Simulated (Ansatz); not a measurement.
# Mg on Mo(110): change of the work function, part 6 of 6

Aim: the work function of Mo(110) at several coverages of Mg (hollow site), and the dipole that each adsorbate carries.

Ansatz 0.2.0; plane-wave DFT, PBE, Ansatz PAW.

So far, work function, upper face (eV): step 2 (the clean slab) 4.60; step 6 (the covered slab, k-mesh 12×12×1, coverage 1 ML) 4.03; step 8 (the slab at 0.25 ML, atoms frozen) 3.05; step 9 (the substrate of the 0.25 ML cell alone) 4.64; step 12 (a changed input: crystal.symmetry = {"detect": false}) 4.03.

### Step 13. Varying the input

System of this step: Mo(110). The cell holds 4 atoms: 4 Mo. Cell: a = 2.728 Å, b = 2.728 Å, c = 24.682 Å, α = 90.0°, β = 90.0°, γ = 70.5°. Vacuum lies along c.

Another changed input: it repeats the earlier run at 0 ML with basis.xc_grid to 4, scf.occupations.method from fermi_dirac to gaussian and scf.occupations.width from 0.1 to 0.001.

File input.yaml:

```yaml
crystal:
  lattice:
    - [2.2273863607, -1.575, 0.0]
    - [2.2273863607, 1.575, 0.0]
    - [0.0, 0.0, 24.6821590822]
  atoms:
    - { symbol: Mo, position: [0.0, 0.0, 0.3646358477] }
    - { symbol: Mo, position: [0.5, 0.5, 0.4548786159] }
    - { symbol: Mo, position: [0.0, 0.0, 0.5451213841] }
    - { symbol: Mo, position: [0.5, 0.5, 0.6353641523] }
kpoints:
  mp_grid: { grid: [12, 12, 1] }
hamiltonian:
  xc: pbe
scf:
  occupations: { method: gaussian, width: 0.001 }
  convergence: { dr2_threshold: 1.0e-08 }
efield:
  axis: 3
  dipole_correction: true
  ramp_position: 0.97
  ramp_width: 0.06
relax:
  f_tol: 0.02
  max_steps: 60
  constraints: [{ sites: [0, 1] }]
output:
  write_potential: true
  write_density: true
  volumetric_format: npy
basis:
  xc_grid: 4
```

Command:

```bash
$ ansatz run input.yaml --threads 4 --pin off --max-ram 12288MiB --backend cpu --events-out ev --progress --plain --runs-dir out
```

Numbers of over 12 decimals in the logs are rounded to 6 here.

What it wrote:

```text
[...]
Crystal: 4 atoms, lattice volume = 173.177 Å³
Basis set: ecut = 420 eV, 3445 PW (Γ), exchange–correlation on 80×80×720 points (64 copies of the dense FFT grid, shifted against one another)
Bands: 34, of which v1, the nominal top of the filled ones, is band 28 counted from 1 (27 counted from 0)
Symmetry: 4 space group operations
k-points: 43 of 144
[...]
SCF iter   1: F=—  HF=-19821.588800 eV  |F-HF|=—  |Δ(HF+E_count)|=         —  Δρ=3.86e-3  dr2=1.02e-1  ethr=1.77e-3  p=-0.000 e·Å  D=-4.77e-14 V/Å  ΔV_dip=0.00 eV  dr2_dipole=3.79e-7  V_vac-E_F(+/−)=4.87/4.87 eV  ⟨swp⟩=8.8  Hψ=7288  notcnv=0
[...]
SCF iter  12: F=-19821.583651 eV  HF=-19821.583651 eV  |F-HF|=3.27e-8  |Δ(HF+E_count)|=   1.49e-7  Δρ=2.17e-6  dr2=3.85e-9  ethr=1.79e-11  p=-0.000 e·Å  D=-1.35e-8 V/Å  ΔV_dip=0.00 eV  dr2_dipole=1.75e-10  V_vac-E_F(+/−)=4.71/4.71 eV  ⟨swp⟩=9.7  Hψ=9524  notcnv=0
SCF 1 converged in 12 iterations: F = -19821.583651 eV  dr2 = 3.85e-9
[...]
relax step   1: F+E_penalty+E_count = -19821.58365125 eV  Δ(F+E_penalty+E_count) = +0.000e0 eV  max|allowed force component| = 6.169e-1 eV/Å  Δτ_max = 0.0000 Å  (12 SCF iters, accepted)
[...]
SCF iter  20: F=-19821.565736 eV  HF=-19821.565736 eV  |F-HF|=2.72e-9  |Δ(HF+E_count)|=   1.49e-8  Δρ=4.86e-7  dr2=9.92e-10  ethr=1.79e-11  p=0.010 e·Å  D=1.03e-2 V/Å  ΔV_dip=-0.25 eV  dr2_dipole=2.27e-11  V_vac-E_F(+/−)=4.47/4.73 eV  ⟨swp⟩=9.3  Hψ=9182  notcnv=0
SCF 2 converged in 20 iterations: F = -19821.565736 eV  dr2 = 9.92e-10
relax step   2: F+E_penalty+E_count = -19821.56573604 eV  Δ(F+E_penalty+E_count) = +1.792e-2 eV  max|allowed force component| = 8.735e-1 eV/Å  Δτ_max = 0.1497 Å  (20 SCF iters, rejected (line search))
SCF iter   1: F=—  HF=-19821.613692 eV  |F-HF|=—  |Δ(HF+E_count)|=         —  Δρ=4.94e-3  dr2=1.30e-1  ethr=1.74e-3  p=0.010 e·Å  D=1.03e-2 V/Å  ΔV_dip=-0.25 eV  dr2_dipole=8.58e-3  V_vac-E_F(+/−)=4.50/4.75 eV  ⟨swp⟩=3.8  Hψ=3134  notcnv=0  defer=67
[...]
SCF iter  21: F=-19821.605385 eV  HF=-19821.605385 eV  |F-HF|=1.95e-8  |Δ(HF+E_count)|=   9.17e-8  Δρ=1.15e-6  dr2=8.86e-9  ethr=1.79e-11  p=0.005 e·Å  D=5.74e-3 V/Å  ΔV_dip=-0.14 eV  dr2_dipole=1.38e-9  V_vac-E_F(+/−)=4.59/4.74 eV  ⟨swp⟩=9.1  Hψ=9066  notcnv=0
SCF 3 converged in 21 iterations: F = -19821.605385 eV  dr2 = 8.86e-9
relax step   3: F+E_penalty+E_count = -19821.60538455 eV  Δ(F+E_penalty+E_count) = -2.173e-2 eV  max|allowed force component| = 1.619e-1 eV/Å  Δτ_max = 0.0729 Å  (21 SCF iters, accepted)
SCF iter   1: F=—  HF=-19821.607128 eV  |F-HF|=—  |Δ(HF+E_count)|=         —  Δρ=1.03e-3  dr2=5.79e-3  ethr=7.91e-5  p=0.005 e·Å  D=5.74e-3 V/Å  ΔV_dip=-0.14 eV  dr2_dipole=4.32e-4  V_vac-E_F(+/−)=4.59/4.73 eV  ⟨swp⟩=2.7  Hψ=2796  notcnv=0  defer=68
[...]
SCF iter  18: F=-19821.606829 eV  HF=-19821.606829 eV  |F-HF|=5.23e-8  |Δ(HF+E_count)|=   3.55e-8  Δρ=1.29e-6  dr2=5.07e-9  ethr=1.79e-11  p=0.004 e·Å  D=4.65e-3 V/Å  ΔV_dip=-0.11 eV  dr2_dipole=6.31e-10  V_vac-E_F(+/−)=4.61/4.73 eV  ⟨swp⟩=9.5  Hψ=9386  notcnv=0
SCF 4 converged in 18 iterations: F = -19821.606829 eV  dr2 = 5.07e-9
relax step   4: F+E_penalty+E_count = -19821.60682948 eV  Δ(F+E_penalty+E_count) = -1.445e-3 eV  max|allowed force component| = 5.586e-3 eV/Å  Δτ_max = 0.0128 Å  (18 SCF iters, accepted)
[...]
SCF converged after 18 iterations
Free energy (F): -19821.606829 eV
[...]
Internal energy: -19821.606811 eV  (E = F + TS)
E sigma→0 (E₀):  -19821.606820 eV
Entropy (-TS):   -0.000019 eV (-0.005 meV/atom)
Fermi energy:    4.738325 eV
Dipole field:    D = 0.004688 V/Å  (p = 0.004487 e·Å, saw-weighted, corrected)
Work function:   Φ+ = 4.6099 eV   Φ− = 4.7257 eV
[...]
--- Forces (eV/Å), atoms counted from 1 ---
  atom   1  Mo     0.00000000     0.00000000     0.53765807
  atom   2  Mo     0.00000000    -0.00000000    -0.54723709
  atom   3  Mo     0.00000000     0.00000000     0.00558555
  atom   4  Mo     0.00000000     0.00000000     0.00395756
  max |Σ_I F_I| component: 3.59e-5 eV/Å
--- Band table (eV; the first three rows and the last of 43) ---
  k-point 0: bands = [... 24 lower, 3.2479, 3.3400, 3.5052, 3.7441, 4.8605, 5.0780, 5.8316, 5.8937, ... 2 higher]
  k-point 1: bands = [... 24 lower, 3.1084, 3.2192, 3.5371, 3.9543, 4.5482, 5.1688, 5.4478, 5.7499, ... 2 higher]
  k-point 2: bands = [... 24 lower, 2.9429, 3.0581, 3.6904, 3.9586, 4.4346, 4.6641, 5.6269, 5.6884, ... 2 higher]
  k-point 42: bands = [... 24 lower, 3.2183, 5.2509, 5.2698, 5.5384, 5.7146, 6.1806, 7.4002, 7.6865, ... 2 higher]
--- Relaxed structure (4 steps of the walk, 3 accepted, 0 SCFs on fresh bases) ---
  F+E_penalty+E_count = -19821.60682948 eV   max|allowed force component| = 5.586e-3 eV/Å
  atoms:
    - { symbol: Mo, position: [0.0, 0.0, 0.364636] }
    - { symbol: Mo, position: [0.500000, 0.500000, 0.454879] }
    - { symbol: Mo, position: [-4.2981772867350145e-19, 4.2981772867350145e-19, 0.546110] }
    - { symbol: Mo, position: [0.500000, 0.500000, 0.632932] }
```

The job ended after 27 s (4 threads of Arm Neoverse V2, shared host; peak memory 0.67 GiB; 1.7 min of CPU time).

Step by step:

```tsv
step	energy less that of the first step (eV)	largest force component (eV/Å)
1	0.0000	0.6169
2	0.0179	0.8735
3	-0.0217	0.1619
4	-0.0232	0.0056
```

Relaxation step 2 was tried and not accepted.

Forces are held to the 4 operations that the run works with; a distortion that breaks them can't arise in this run.

The atoms that moved most (Å):

```tsv
atom	dx	dy	dz	length
Mo4	0.000	0.000	-0.060	0.060
Mo3	0.000	0.000	0.024	0.024
```

Final coordinates:

```xyz
4
Lattice="2.2274 -1.5750 0.0000 2.2274 1.5750 0.0000 0.0000 0.0000 24.6822" Properties=species:S:1:pos:R:3
Mo    0.0000    0.0000    9.0000
Mo    2.2274    0.0000   11.2274
Mo    0.0000    0.0000   13.4792
Mo    2.2274    0.0000   15.6221
```

Numbers from this step:

| Item | Value |
| --- | --- |
| work function, upper face | 4.610 eV |
| work function, lower face | 4.726 eV |
| dipole along the normal | 0.004487 e·Å |
| step between the vacuum levels | -0.1157 eV |

```tsv
quantity	this run	earlier run	difference
work function, upper face (eV)	4.610	4.598	0.012
work function, lower face (eV)	4.726	4.696	0.030
dipole along the normal (e·Å)	0.004487	0.003789	7.0e-4
```

What moves beyond 0.01 in its unit (for the dipole 0.5 % and 5e-5 e·Å): dipole along the normal (+0.000698 e·Å), work function, lower face (+0.0298 eV) and work function, upper face (+0.0118 eV).

### Step 14. Results

| Item | Value |
| --- | --- |
| work function of the clean face | 4.60 eV |
| work function at 0.11 ML | 3.66 eV |
| work function at 0.25 ML | 3.05 eV |
| work function at 0.5 ML | 3.23 eV |
| work function at 1 ML | 4.03 eV |
| dipole per adsorbate at 0.11 ML, positive end outwards | 1.50 D |
| step of the potential from the moved charge at 0.25 ML, upper less lower side, atoms held | -1.52 eV |

**Reading.** Mg lowers the work function of Mo(110) at the lowest coverage, by 0.93 eV: the adsorbate layer has its positive end outwards. The dipole per adsorbate falls from 1.50 to 0.10 D as the layer fills. Neighbouring dipoles depolarise each other, and heights and bonding change with coverage too. The work function passes a minimum near 0.25 ML among the coverages run and rises again. The slab has 4 layers, at the tabulated experimental lattice constant, one starting site was run, and quantum-size effects of a slab this thin can reach one or two tenths of an eV.

[Logs are printed without paths, hosts, clocks, repeated set-up lines and the standing remarks that a program may print on its own settings, such as how far it seeks lower states.]

[Hosts, paths, dates, database ids (printed as entryN), source tags and the programs' standing remarks are cut or masked in the printed files.]

[Maps of the electrostatic potential energy from Ansatz leave out the sawtooth potential of an applied field or a dipole correction, so their vacuum need not be flat; planar profiles and work functions include it.]
